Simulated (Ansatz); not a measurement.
# Lattice dynamics of GeF2 (model cell, started as CdI2 type)

How does GeF2 (model cell, started as CdI2 type) vibrate, and is this structure a minimum?

Main program and level: Ansatz 0.2.0; DFT PBEsol, scalar-relativistic, plane waves, PAW.

Report form: the programs' logs are mostly left out.

The structure was built from a prototype and need not be the compound's stable phase.

## Step 1: Starting point

The structure is trigonal, space group P-3m1 (No. 164). Conventional cell: a = 3.233 Å, b = 3.233 Å, c = 5.238 Å, α = 90.00°, β = 90.00°, γ = 120.00°. Nearest to Ge lie 6 F at 2.28 Å. Nearest to F lie 3 Ge at 2.28 Å. Farther neighbours and most contacts between anions are not listed.

As a file:

```cif
data_structure
_symmetry_space_group_name_H-M 'P 1'
_symmetry_Int_Tables_number 1
_cell_length_a 3.2335
_cell_length_b 3.2335
_cell_length_c 5.2383
_cell_angle_alpha 90.000
_cell_angle_beta 90.000
_cell_angle_gamma 120.000
_cell_volume 47.43
loop_
_atom_site_label
_atom_site_type_symbol
_atom_site_fract_x
_atom_site_fract_y
_atom_site_fract_z
_atom_site_occupancy
Ge1 Ge 0.00000 0.00000 0.00000 1
F2 F 0.33333 0.66667 0.25000 1
F3 F 0.66667 0.33333 0.75000 1
```

## Step 2: Coarse relaxation

A rough relaxation comes first, because large forces or stress need no tight tolerances yet.

input.yaml

```yaml
crystal:
  lattice:
    - [3.2335, 0.0, 0.0]
    - [-1.61675, 2.80029, 0.0]
    - [0.0, 0.0, 5.23827]
  atoms:
    - { symbol: Ge, position: [0.0, 0.0, 0.0] }
    - { symbol: F, position: [0.333333, 0.666667, 0.25] }
    - { symbol: F, position: [0.666667, 0.333333, 0.75] }
kpoints:
  mp_grid: { grid: [9, 9, 4] }
hamiltonian:
  xc: pbesol
scf:
  occupations: { method: gaussian, width: 0.1 }
output:
  forces: true
  stress: true
  eigenvalues: true
relax:
  adjacent_minimum: "off"
  f_tol: 0.05
  max_steps: 80
  cell: { stress_tol: 0.5 }
```

Command:

```bash
> ansatz run input.yaml --threads 4 --pin off --max-ram 7168MiB --backend cpu --events-out ev --progress --plain --runs-dir out
```

Wall time 5.3 s (4 threads of AMD EPYC 7R13 (Zen 3), shared host); peak memory 0.4 GiB.

The steps of the relaxation:

| step | energy less that of the first step (eV) | largest force component (eV/Å) | pressure (GPa) | volume (Å³) |
| --- | --- | --- | --- | --- |
| 1 | 0.0000 | 0.7785 | -0.23 | 47.43 |
| 2 | -0.2282 | 0.2888 | -0.30 | 51.43 |
| 3 | -0.2588 | 0.0923 | -1.01 | 53.03 |
| 4 | -0.2656 | 0.0082 | 0.01 | 52.07 |
| 5* | -0.3138 | 0.0092 | 1.46 | 52.07 |
| 6 | -0.3231 | 0.0121 | 0.49 | 52.96 |
| 7 | -0.3217 | 0.0021 | -0.02 | 53.59 |
| 8* | -0.3280 | 0.0015 | 0.05 | 53.59 |

Relaxation steps marked * repeat the geometry before them on a plane-wave basis chosen anew for their cell, so energy and pressure can jump there.

The run keeps the 12 symmetry operations that it works with, so distortions that break them were not tested.

| conventional cell, symmetrised | before | after | change |
| --- | --- | --- | --- |
| a (Å) | 3.233 | 3.534 | +9.3 % |
| b (Å) | 3.233 | 3.534 | +9.3 % |
| c (Å) | 5.238 | 4.956 | -5.4 % |
| volume (Å³/atom) | 15.81 | 17.86 | +13.0 % |

The atoms that moved most (Å, as changes of fractional coordinates times the final cell):

| atom | dx | dy | dz | length |
| --- | --- | --- | --- | --- |
| F2 | 0.000 | 0.000 | -0.265 | 0.265 |
| F3 | 0.000 | 0.000 | 0.265 | 0.265 |

Final coordinates:

```xyz
3
Lattice="3.5335 0.0000 0.0000 -1.7668 3.0601 0.0000 0.0000 0.0000 4.9562" Properties=species:S:1:pos:R:3 pbc="T T T"
Ge    0.0000    0.0000    0.0000
F     0.0000    2.0401    0.9741
F     1.7668    1.0200    3.9821
```

A gap read on the k-mesh alone can miss the band edges.

This step gave:

```yaml
pressure: 0.04539 GPa
gap_on_the_k_mesh: 2.239 eV
volume_per_atom: 17.86 Å³
direct_gap_on_mesh: 4.019 eV
```

In this step the volume went from 15.81 to 17.86 Å³/atom.

## Step 3: Relaxation

The cell and atoms are relaxed, since residual forces and stress would shift the frequencies.

input.yaml

```yaml
crystal:
  lattice:
    - [3.5335276937, 0.0, 0.0]
    - [-1.7667638469, 3.0601247477, 0.0]
    - [0.0, 0.0, 4.9562459856]
  atoms:
    - { symbol: Ge, position: [0.0, 0.0, 0.0] }
    - { symbol: F, position: [0.3333333333, 0.6666666667, 0.1965459988] }
    - { symbol: F, position: [0.6666666667, 0.3333333333, 0.8034540012] }
kpoints:
  mp_grid: { grid: [9, 9, 6] }
hamiltonian:
  xc: pbesol
scf:
  occupations: { method: gaussian, width: 0.02 }
output:
  forces: true
  stress: true
  eigenvalues: true
  write_density: true
  write_potential: true
  elf: true
  volumetric_format: npy
relax:
  adjacent_minimum: "off"
  f_tol: 0.005
  max_steps: 80
  cell: { stress_tol: 0.05 }
```

Run time: 3 s. Hardware: 4 threads; peak memory 0.42 GiB; 10 s of CPU time.

Little changed from the start: no atom moved by 0.005 Å and no cell edge by 0.1 %.

Numbers from this step:

```yaml
pressure: 0.002044 GPa
gap_on_the_k_mesh: 2.240 eV
volume_per_atom: 17.88 Å³
direct_gap_on_mesh: 3.992 eV
```

Valence density in the ac plane at fractional y = 0.333, with atoms of F within 0.2 Å of it. It is the smooth field of the valence electrons, not physical close to the nuclei.

Ten steps, logarithmic in the rise over the least value, from '_' (0 e/Å³) to '@' (13 e/Å³), each cell a mean:
```
..::::::::..::--======--::::
..........::--==**####++--::
..........::--**%%@@@@##==::
....____..::--**@@@@@@##++::
..________..--**%%@@%%**==::
__________..::==++****==--..
____________..::------::..__
________________........____
____________________________
____________________________
____________________________
____________________________
____....____________________
..........__________________
..::::::....________________
..::::::::..______________..
..::::::::....____________..
..::::::::..................
..::::::::......::::::......
```
Columns run along a (3.5 Å), rows up along c (5.0 Å). Atoms in or near the plane, at fractional coordinates: F at (0.67, 0.80).

ELF in the ac plane at fractional y = 0.333, with atoms of F within 0.2 Å of it. It is the smooth field of the valence electrons, not physical close to the nuclei.

Ten even steps from '_' (0.00) to '@' (0.82), each cell a mean:
```
::------::..::++%%@@%%**--..
..::----::::==%%@@@@@@@@**::
..::--::..::**@@%%##%%@@%%==
..........--##@@%%**##@@@@++
..______..--##@@@@%%@@@@%%++
..________--**@@@@@@@@@@##==
__________..==##%%%%%%##++--
____________::==++**++==::..
______________..::::::..____
____________________________
____________________________
__........__________________
..::::::....________________
..::----::..________________
..::----::..________________
..::::::::..________________
..::::::....______________..
::::::::::..____......____..
::------::....::--++==::....
```
Columns run along a (3.5 Å), rows up along c (5.0 Å). Atoms in or near the plane, at fractional coordinates: F at (0.67, 0.80).

Electrostatic potential energy in the ac plane at fractional y = 0.333, with atoms of F within 0.2 Å of it. With pseudopotentials it is smooth inside the atoms' cores, unlike the true potential.

Ten even steps from '_' (-35 eV) to '@' (9 eV), each cell a mean:
```
%%########%%%%@@%%####%%@@%%
%%%%####%%%%@@##--..::++%%%%
%%%%%%%%%%%%%%--______..##%%
@@@@@@@@@@@@%%::______..**@@
@@@@@@@@@@@@@@==______::##@@
@@@@@@@@@@@@@@%%++--==##@@@@
@@@@@@@@@@@@@@@@@@@@@@@@@@@@
@@@@@@@@@@@@@@@@@@@@@@@@@@@@
@@@@@@@@@@@@@@@@@@@@@@@@@@@@
@@@@@@@@@@@@@@@@@@@@@@@@@@@@
@@@@@@@@@@@@@@@@@@@@@@@@@@@@
@@@@@@@@@@@@@@@@@@@@@@@@@@@@
@@@@@@@@@@@@@@@@@@@@@@@@@@@@
@@@@@@@@@@@@@@@@@@@@@@@@@@@@
@@@@@@@@@@@@@@@@@@@@@@@@@@@@
%%%%%%%%%%@@@@@@@@@@@@@@@@@@
%%%%%%%%%%%%@@@@@@@@@@@@@@%%
%%######%%%%%%@@@@@@@@@@@@%%
%%########%%%%@@@@@@@@@@@@%%
```
Columns run along a (3.5 Å; values clipped at the 3rd and 97th percentile), rows up along c (5.0 Å). Atoms in or near the plane, at fractional coordinates: F at (0.67, 0.80).

In this step the volume went from 17.86 to 17.88 Å³/atom.

## Step 4: Tight relaxation

Phonons need a cell at rest on their own settings, so the relaxation is repeated with tight tolerances on forces and stress on the k mesh and occupations of the first response run.

input.yaml

```yaml
crystal:
  lattice:
    - [3.5360203691, 0.0, 0.0]
    - [-1.7680101846, 3.0622834679, 0.0]
    - [0.0, 0.0, 4.9525067837]
  atoms:
    - { symbol: Ge, position: [0.0, 0.0, 0.0] }
    - { symbol: F, position: [0.3333333333, 0.6666666667, 0.1962805069] }
    - { symbol: F, position: [0.6666666667, 0.3333333333, 0.8037194931] }
kpoints:
  mp_grid: { grid: [9, 9, 6] }
hamiltonian:
  xc: pbesol
scf:
  occupations: { method: fixed }
output:
  forces: true
  stress: true
  eigenvalues: true
relax:
  adjacent_minimum: "off"
  f_tol: 0.001
  max_steps: 60
  cell: { stress_tol: 0.01 }
```

Run time: 30 s. Hardware: 4 threads; peak memory 0.42 GiB.

The steps of the relaxation (22 of 31):

| step | energy less that of the first step (eV) | largest force component (eV/Å) | pressure (GPa) | volume (Å³) |
| --- | --- | --- | --- | --- |
| 1 | 0.0000 | 0.0007 | 0.00 | 53.63 |
| 2 | -0.0001 | 0.0002 | 0.00 | 53.61 |
| 4 | -0.0004 | 0.0001 | 0.00 | 53.51 |
| 5* | -0.0001 | 0.0001 | -0.02 | 53.51 |
| 7 | -0.0007 | 0.0000 | 0.00 | 53.32 |
| 8* | -0.0001 | 0.0000 | -0.01 | 53.32 |
| 10 | -0.0008 | 0.0000 | 0.00 | 53.12 |
| 11* | -0.0001 | 0.0001 | -0.01 | 53.12 |
| 12 | -0.0007 | 0.0001 | 0.00 | 52.92 |
| 14 | -0.0007 | 0.0000 | 0.00 | 52.75 |
| 15* | -0.0001 | 0.0000 | 0.00 | 52.75 |
| 17 | -0.0004 | 0.0063 | -0.06 | 52.65 |
| 18 | -0.0005 | 0.0003 | 0.00 | 52.62 |
| 20 | -0.0004 | 0.0001 | 0.00 | 52.54 |
| 21* | -0.0001 | 0.0001 | -0.01 | 52.54 |
| 22 | -0.0004 | 0.0000 | 0.00 | 52.46 |
| 24 | -0.0004 | 0.0000 | 0.00 | 52.37 |
| 25* | -0.0002 | 0.0001 | -0.01 | 52.37 |
| 27* | -0.0002 | 0.0000 | 0.00 | 52.26 |
| 28 | -0.0005 | 0.0000 | 0.00 | 52.19 |
| 30 | -0.0004 | 0.0000 | 0.00 | 52.12 |
| 31* | -0.0002 | 0.0000 | 0.00 | 52.12 |

Relaxation steps marked * repeat the geometry before them on a plane-wave basis chosen anew for their cell, so energy and pressure can jump there. Other such steps can lie between the rows shown. Relaxation step 17 was tried and not accepted.

The run keeps the 12 symmetry operations that it works with, so distortions that break them were not tested.

| conventional cell, symmetrised | before | after | change |
| --- | --- | --- | --- |
| a (Å) | 3.536 | 3.538 | +0.0 % |
| b (Å) | 3.536 | 3.538 | +0.0 % |
| c (Å) | 4.953 | 4.809 | -2.9 % |
| volume (Å³/atom) | 17.88 | 17.37 | -2.8 % |

The atoms that moved most (Å, as changes of fractional coordinates times the final cell):

| atom | dx | dy | dz | length |
| --- | --- | --- | --- | --- |
| F2 | 0.000 | 0.000 | 0.027 | 0.027 |
| F3 | 0.000 | 0.000 | -0.027 | 0.027 |

The relaxed structure:

```cif
data_structure
_symmetry_space_group_name_H-M 'P 1'
_symmetry_Int_Tables_number 1
_cell_length_a 3.5376
_cell_length_b 3.5376
_cell_length_c 4.8089
_cell_angle_alpha 90.000
_cell_angle_beta 90.000
_cell_angle_gamma 120.000
_cell_volume 52.12
loop_
_atom_site_label
_atom_site_type_symbol
_atom_site_fract_x
_atom_site_fract_y
_atom_site_fract_z
_atom_site_occupancy
Ge1 Ge 0.00000 0.00000 0.00000 1
F2 F 0.33333 0.66667 0.20182 1
F3 F 0.66667 0.33333 0.79818 1
```

Numbers from this step:

| Item | Value |
| --- | --- |
| pressure | -0.001587 GPa |
| gap on the k-mesh | 2.205 eV |
| volume per atom | 17.37 Å³ |
| direct gap on mesh | 3.963 eV |

The largest force component left is 0.022 meV/Å and the pressure is -0.002 GPa, within the tolerances set. The cell now holds 17.37 Å³/atom.

## Step 5: Linear response at the zone centre

The zone centre comes first: it holds the modes that light can see, as far as symmetry allows. The response to a homogeneous field gives the Born charges and the dielectric tensor, and its change with displacement the Raman tensors.

input.yaml

```yaml
crystal:
  lattice:
    - [3.5375511125, 0.0, 0.0]
    - [-1.7687755563, 3.0636091306, 0.0]
    - [0.0, 0.0, 4.8089206362]
  atoms:
    - { symbol: Ge, position: [0.0, 0.0, 0.0] }
    - { symbol: F, position: [0.3333333333, 0.6666666667, 0.2018225846] }
    - { symbol: F, position: [0.6666666667, 0.3333333333, 0.7981774154] }
kpoints:
  mp_grid: { grid: [9, 9, 6] }
hamiltonian:
  xc: pbesol
scf:
  occupations: { method: fixed }
output:
  eigenvalues: true
phonons:
  method: dfpt
  dielectric: true
  rigid_motions: translations
  raman: true
```

Elapsed: 4 min, on 4 threads; peak memory 2 GiB.

This step gave:

```yaml
sum_rule_residual_before_enforcement: 1.02e-4 eV/Å²
miss_of_the_charge_sum_rule: 3.66e-5 e
point_group: -3m
highest_optical_mode_at_the_zone_centre_no_lo_to_term: 261.1 cm⁻¹
lowest_optical_zone_centre_mode: -164.2 cm⁻¹
mean_high_frequency_dielectric_constant: 3.037
largest_born_charge_third_of_the_trace: 3.127 e
top_of_the_zone_centre_spectrum_with_the_field: 390.8 cm⁻¹
```

Without the LO-TO term. Patterns of degenerate modes are one choice out of their space. The modes at Γ (shares of kinetic energy by element, %) (negative means imaginary):

| mode | frequency (cm⁻¹) | symmetry | Ge % | F % |
| --- | --- | --- | --- | --- |
| 1 | -164.2 | Eu | 34 | 66 |
| 2 | -164.2 | Eu | 34 | 66 |
| 3 | 0.0 | acoustic | 66 | 34 |
| 4 | 0.0 | acoustic | 66 | 34 |
| 5 | 0.0 | acoustic | 66 | 34 |
| 6 | 223.6 | Eg | 0 | 100 |
| 7 | 223.6 | Eg | 0 | 100 |
| 8 | 237.1 | A2u | 34 | 66 |
| 9 | 261.1 | A1g | 0 | 100 |

Displacements in mode 1 (-164.2 cm⁻¹), the largest set to 1:
```
Ge1  0.52  0.00  0.00
F2  -1.00  0.00  0.00
F3  -1.00  0.00  0.00
```

Displacements in mode 9 (261.1 cm⁻¹), the largest set to 1:
```
Ge1  0.00  0.00  0.00
F2   0.00  0.00 -1.00
F3   0.00  0.00  1.00
```

Optical modes at the zone centre, without and with the macroscopic field of the longitudinal modes; each column is sorted by frequency, so a row need not hold one and the same mode. Modes with and without the field, by row:

| rank among optical modes | no field (cm⁻¹) | q along (1, 0, 0) (cm⁻¹) | q along (0, 0, 1) (cm⁻¹) |
| --- | --- | --- | --- |
| 1 | -164.2 | -164.2 | -164.2 |
| 2 | -164.2 | 223.6 | -164.2 |
| 3 | 223.6 | 223.6 | 223.6 |
| 4 | 223.6 | 237.1 | 223.6 |
| 5 | 237.1 | 261.1 | 261.1 |
| 6 | 261.1 | 390.8 | 290.3 |

Born charge (rows field, columns displacement) (e), principal values of the symmetric part by kind of site:

| atom | atoms with these values | low | middle | high | mean |
| --- | --- | --- | --- | --- | --- |
| Ge1 | 1 | 1.27 | 4.06 | 4.06 | 3.13 |
| F2 | 2 | -2.03 | -2.03 | -0.64 | -1.56 |

In full for F2:

```
-2.03  0.00  0.00
 0.00 -2.03  0.00
 0.00  0.00 -0.64
```

High-frequency dielectric tensor:

```
3.46 0.00 0.00
0.00 3.46 0.00
0.00 0.00 2.19
```

Transverse modes; imaginary modes are left out. Infrared lines, with heights relative to the strongest:

| position (cm⁻¹) | label | relative intensity |
| --- | --- | --- |
| 224 | Eg | 0.0 |
| 237 | A2u | 100 |
| 261 | A1g | 0.0 |

Activity x (w_L - w)^4 (n + 1)/w, 532 nm, 300 K; imaginary modes are left out; modes without the macroscopic field alone. Lines of the Raman spectrum (strongest = 100):

| position (cm⁻¹) | label | relative intensity |
| --- | --- | --- |
| 224 | Eg | 27 |
| 237 | A2u | 0.0 |
| 261 | A1g | 100 |

Before it was imposed, the acoustic sum rule was missed by 1.0e-4 eV/Å² and the charge sum rule by 3.7e-5 e. Small misses are needed for a sound result but don't prove that mesh and cutoff are converged. The lowest optical mode is imaginary, 164.2i cm⁻¹, so the energy falls along it.

(Continued in part 2 of 2.)

[Logs are printed without paths, hosts, clocks, repeated set-up lines and the standing remarks that a program may print on its own settings, such as how far it seeks lower states.]

[Hosts, paths, dates, database ids (printed as entryN), source tags and the programs' standing remarks are cut or masked in the printed files.]
